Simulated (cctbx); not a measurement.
# Symmetry from intensities

Cell: a = 7.0470 Å, b = 7.0470 Å, c = 12.6160 Å, α = 90.00°, β = 90.00°, γ = 90.00°. Expected content of the cell: Ge8 Sc20 Si4.

The data are simulated with cctbx, not measured: Cu Kα, λ = 1.54184 Å, to d = 0.8 Å, 80 % of the full sphere, strongest reflection 20000 counts, noise from counting, a 1.5 % proportional error and a noise floor of 8 counts (s.d.); no absorption.

Tests on the unmerged data give:

```text
4059 reflections to d = 0.802 A
centring   violations  <I/sigma> of those
    A        775 of  2018      9.3
    B        762 of  2009      9.1
    C        681 of  2055      8.1
    I          0 of  2028     -0.0
    R       1003 of  2708      8.6
    F       1109 of  3041      8.8
Laue class    unique    Rint  (classes that these axes allow; Friedel mates merged)
I 1 2/m 1         681   0.021
I 1 1 2/m         663   0.020
I 2/m 1 1         682   0.020
I m m m           387   0.022
I 4/m             335   0.022
I 4/m m m         216   0.023
space group    extra absences  I>4sigma  <I/sigma>
I 4 2 2                 0          0         -  acentric
I 4 m m                 0          0         -  acentric
I 4 c m               162          0      -0.0  acentric
I -4 m 2                0          0         -  acentric
I -4 c 2              162          0      -0.0  acentric
I -4 2 m                0          0         -  acentric
I 4/m m m               0          0         -  centric
I 4/m c m             162          0      -0.0  centric
Wilson B = 1.61 A^2   <|E^2-1|> = 0.794 (0.968 centric, 0.736 acentric)   E^2>4: 2.0 %
shell (A)         n   <I/sigma>
 6.31 - 1.60     35     60.9
 1.60 - 1.27     28     64.8
 1.27 - 1.11     29     61.8
 1.11 - 1.01     22     49.1
 1.01 - 0.94     31     45.3
 0.94 - 0.88     23     39.5
 0.88 - 0.84     26     48.2
 0.84 - 0.80     22     31.8
```

**Question.** What are the lattice type, the Laue class and the likely space group?

The reflections that I centring forbids are absent (⟨I/σ⟩ near 0), so the lattice is I.

Rint stays low (0.020 to 0.023) up to I 4/m m m, the highest class in these axes.

8 settings pass the absence test. The most absences obeyed, 162, belong to I 4 c m, I -4 c 2 and I 4/m c m, which absences can't tell apart.

⟨|E²−1|⟩ = 0.794 leans to a non-centrosymmetric structure. Here that hint misleads: the statistic assumes many like atoms on general positions, and few, heavy or special-position atoms break it. The Wilson B of 1.61 Å² means U ≈ 0.0204 Å².

The true group is I4/mcm (no. 140), Laue class 4/mmm, centrosymmetric. The tables only narrow the choice to the tied entries; cell content, site symmetry and trial solutions must settle it.

This is a model crystal, built by substitution and not relaxed, with assumed displacement parameters.

[Logs are printed without paths, hosts, clocks, repeated set-up lines and the standing remarks that a program may print on its own settings, such as how far it seeks lower states.]
